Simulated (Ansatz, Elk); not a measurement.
## LiZn4As3: X-ray structure factors from the self-consistent density

The structure of LiZn4As3 used here is made up (a known structure type with other elements) and was relaxed beforehand with PBE. The aim is the Fourier transform of its all-electron density, F(hkl), set beside the sum over free spherical atoms that refinements use.

Main program and level: Elk 11.2.3 (patched build); DFT, PBE, all-electron APW+lo, Dirac cores, scalar-relativistic bands, static density, no spin.

This account leaves out most program logs.

The structure was built from a prototype and need not be the compound's stable phase.

## (1) The starting structure

Symmetry: R-3m, No. 166, trigonal system. The conventional cell has a = 4.158 Å, b = 4.158 Å, c = 31.332 Å, α = 90.00°, β = 90.00°, γ = 120.00°. Nearest to As lie 6 Zn at 2.64 Å. Nearest to As lie 4 Zn at 2.47 to 2.48 Å and 3 Li at 2.91 Å. Nearest to Zn lie 4 As at 2.48 to 2.64 Å. Nearest to Zn lie 3 As at 2.47 Å. Li has 6 As at 2.91 Å nearest. Farther neighbours are not listed.

## (2) Ground state and structure factors

An all-electron density is needed, since X-rays see the cores too. Task 0 finds the density and task 195 Fourier-transforms it; tshift is off so that phases refer to the origin typed.

elk.in reads:

```
tasks
  0
  195

xctype
  20

spinpol
  .false.

rgkmax
  7.0

gmaxvr
  14.0

lmaxo
  7

lmaxapw
  8

swidth
  0.002

tshift
  .false.

ramdisk
  .false.

hmaxvr
  5.5

maxscl
  120

epspot
  1e-06

sppath
  './'

avec
  3.92907928955 2.26845498517 19.73604219372
  -3.92907928955 2.26845498517 19.73604219372
  0.00000000000 -4.53690997130 19.73604219361

atoms
  3
  'As.in'
  3
  -0.0000000000 -0.0000000000 -0.0000000000   0.000000 0.000000 0.000000
  0.7808339942 0.7808339942 0.7808339942   0.000000 0.000000 0.000000
  0.2191660058 0.2191660058 0.2191660058   0.000000 0.000000 0.000000
  'Zn.in'
  4
  0.7015719966 0.7015719966 0.7015719966   0.000000 0.000000 0.000000
  0.2984280034 0.2984280034 0.2984280034   0.000000 0.000000 0.000000
  0.9037864646 0.9037864646 0.9037864646   0.000000 0.000000 0.000000
  0.0962135354 0.0962135354 0.0962135354   0.000000 0.000000 0.000000
  'Li.in'
  1
  0.5000000000 0.5000000000 0.5000000000   0.000000 0.000000 0.000000

ngridk
  6 6 6
```

The run is started by

```bash
$ OMP_NUM_THREADS=4 elk
```

Elapsed: 1.9 min, on 4 threads of AMD EPYC 7R13 (Zen 3), shared host; peak memory 0.55 GiB.

SFACRHO.OUT:

```text

h k l indices transformed by vhmat matrix:
   1.000000000       0.000000000       0.000000000    
   0.000000000       1.000000000       0.000000000    
   0.000000000       0.000000000       1.000000000    

      h      k      l  multipl.   |H|            Re(F)            Im(F)           |F|

      0      0      0      1   0.0000000       222.00000      0.99083973E-16   222.00000    
     -1     -1     -1      2  0.31836096       26.448521      0.28388115E-14   26.448521    
      2      2      2      2  0.63672192      -26.870091     -0.15883133E-14   26.870091    
      0      1      0      6  0.92934812       65.780785      0.10090450E-14   65.780785    
      1      1      0      6  0.94735025      -47.186692     -0.19565651E-14   47.186692    
      3      3      3      2  0.95508288       97.896782      0.22971859E-14   97.896782    
      1      1      2      6   1.0161746       49.880543     -0.40664425E-14   49.880543    
     -2     -1     -2      6   1.0648777      -29.898179      0.17151263E-14   29.898179    
     -2     -3     -2      6   1.1850067      -8.4777351     -0.17338195E-14   8.4777351    
      3      3      2      6   1.2542583      -1.5665658     -0.76939020E-14   1.5665658    
      4      4      4      2   1.2734438      -23.176320     -0.29085448E-14   23.176320    
     -3     -3     -4      6   1.4066196       139.19188     -0.32613251E-14   139.19188    
      3      4      4      6   1.4883113       14.725244     -0.29863125E-14   14.725244    
      5      5      5      2   1.5918048      -75.825590      0.19942797E-13   75.825590    
      0      1     -1      6   1.5991495       166.02790     -0.30526494E-15   166.02790    
      0     -1     -2     12   1.6305315       20.772272     -0.80824875E-14   20.772272    
      4      4      5      6   1.6600071       83.174333      0.84047279E-14   83.174333    
     -2     -1     -3     12   1.7212478      -21.290088      0.13669348E-14   21.290088
```

Elk indexes on the primitive cell of elk.in and gives |H| = 4π sin θ/λ in inverse bohr. Below, one row stands for each form hkl of the conventional cell (m members, Friedel mates merged), F is for one primitive cell and the density is static (no thermal factor). Free-atom factors are Waasmaier and Kirfel's, and R is Σm||F|−|F'||/Σm|F|.

```
   hkl   m  sin θ/λ (Å⁻¹)  abs F, DFT  neutral atoms   diff.
   003   2          0.048      26.448         26.547  -0.099
   006   2          0.096      26.870         26.947  -0.077
   101   6          0.140      65.781         65.591  +0.190
   012   6          0.142      47.187         47.078  +0.109
   009   2          0.144      97.897         97.363  +0.534
   104   6          0.153      49.880         49.358  +0.522
   015   6          0.160      29.898         30.613  -0.715
   107   6          0.178       8.478          8.336  +0.141
   018   6          0.189       1.567          1.875  -0.308
0 0 12   2          0.192      23.176         23.212  -0.035
1 0 10   6          0.211     139.192        139.849  -0.657
0 1 11   6          0.224      14.725         14.904  -0.179
0 0 15   2          0.239      75.826         76.521  -0.695
   110   6          0.240     166.028        167.123  -1.095
   113  12          0.245      20.772         20.915  -0.143
1 0 13   6          0.250      83.174         83.758  -0.584
   116  12          0.259      21.290         21.476  -0.186
0 1 14   6          0.263      62.797         63.137  -0.341
   021   6          0.278      52.778         53.398  -0.620
   202   6          0.280      38.053         38.382  -0.329
   119  12          0.280      79.073         79.602  -0.529
   024   6          0.285      40.639         40.816  -0.178
```

## (3) The highest occupied states alone

An energy window below the Fermi level keeps the highest occupied states, to see at which angles they scatter; shallow core shells can lie inside it and anion s states outside. No new self-consistency is needed.

elk.in: that of step 2 with these lines changed.

```diff
@@ -1,3 +1,2 @@
 tasks
-  0
   195
@@ -40,2 +39,5 @@
 
+wsfac
+  -0.262770 0.478220
+
 sppath
```

The run is started by

```bash
$ OMP_NUM_THREADS=4 elk
```

Wall time 16 s (4 threads); peak memory 0.33 GiB; 21 s of CPU time.

States within 12 eV below the Fermi level hold 63.61 electrons; any levels below the window count with the cores, and a count that is not whole means the window cuts a band. Their amplitudes can exceed the total, where window and core parts have opposite phase:

```
   hkl  sin θ/λ (Å⁻¹)  abs F, window  abs F, all
   003          0.048         11.242      26.448
   006          0.096         12.196      26.870
   101          0.140         12.523      65.781
   012          0.142         10.305      47.187
   009          0.144         11.186      97.897
   104          0.153          2.415      49.880
   015          0.160         29.660      29.898
   107          0.178          4.994       8.478
   018          0.189          8.789       1.567
0 0 12          0.192          5.250      23.176
```

## (4) Another functional

The difference from free atoms is small, so it is set against the change that PBEsol makes.

elk.in: that of step 3 with these lines changed.

```diff
@@ -1,2 +1,3 @@
 tasks
+  0
   195
@@ -4,3 +5,3 @@
 xctype
-  20
+  22
 
@@ -39,5 +40,2 @@
 
-wsfac
-  -0.262770 0.478220
-
 sppath
```

The run is started by

```bash
$ OMP_NUM_THREADS=4 elk
```

Run time: 1.9 min. Hardware: 4 threads; peak memory 0.52 GiB; 5.1 min of CPU time.

Against the first run R = 0.03 %; the largest change is -0.050 at 300.

## (5) A coarser k-mesh

About half the k-points along each axis test the sampling.

elk.in: that of step 4 with these lines changed.

```diff
@@ -5,3 +5,3 @@
 xctype
-  22
+  20
 
@@ -66,2 +66,2 @@
 ngridk
-  6 6 6
+  3 3 3
```

The run is started by

```bash
$ OMP_NUM_THREADS=4 elk
```

Wall time 67 s (4 threads); peak memory 0.55 GiB.

Against the first run R = 0.02 %; the largest change is -0.080 at 110.

## (6) Settings against the effect

| run | R against the first run (%) | R against neutral atoms, low angle (%) | wall time |
| --- | --- | --- | --- |
| PBE, rgkmax 7 | 0.00 | 0.74 | 1.9 min |
| PBEsol | 0.03 | 0.75 | 1.9 min |
| k-mesh 3×3×3 | 0.02 | 0.76 | 67 s |

## (7) What came out

```
R against neutral atoms, sin θ/λ < 0.3 Å⁻¹ : 0.74 %
R against neutral atoms, 0.3 to 0.61 Å⁻¹   : 0.22 %
```

What this shows: Independent neutral atoms miss the calculated amplitudes by R = 0.74 % below 0.3 Å⁻¹ and 0.22 % from there to 0.61 Å⁻¹; by shells, 0.33 % below 0.15 Å⁻¹ (5 forms), 0.80 % 0.15 to 0.3 (21 forms), 0.31 % 0.3 to 0.45 (42 forms), 0.16 % above 0.45 (81 forms). Bonding, aspherical density and the tables' own atoms all enter these figures, and the runs don't part them. The largest change of an amplitude is -1.09 electrons, at 110. Weak lines can change much in proportion: 018 goes from 1.87 to 1.57. The window's part falls from 63.6 electrons at the origin to at most 11.04 between 0.45 and 0.61 Å⁻¹, where compact states inside the window still scatter. Below 0.3 Å⁻¹ the changes that finished (PBEsol and k-mesh 3×3×3) move F by R = 0.06 % at most, against the 0.74 % that separates it from free atoms. The basis has no finished test. Part of the difference isn't bonding: the tables are fits to free atoms and ions calculated by other methods than this functional. Thermal motion, anomalous dispersion and extinction are left out.

[Logs are printed without paths, hosts, clocks, repeated set-up lines and the standing remarks that a program may print on its own settings, such as how far it seeks lower states.]

[Hosts, paths, dates, database ids (printed as entryN), source tags and the programs' standing remarks are cut or masked in the printed files.]
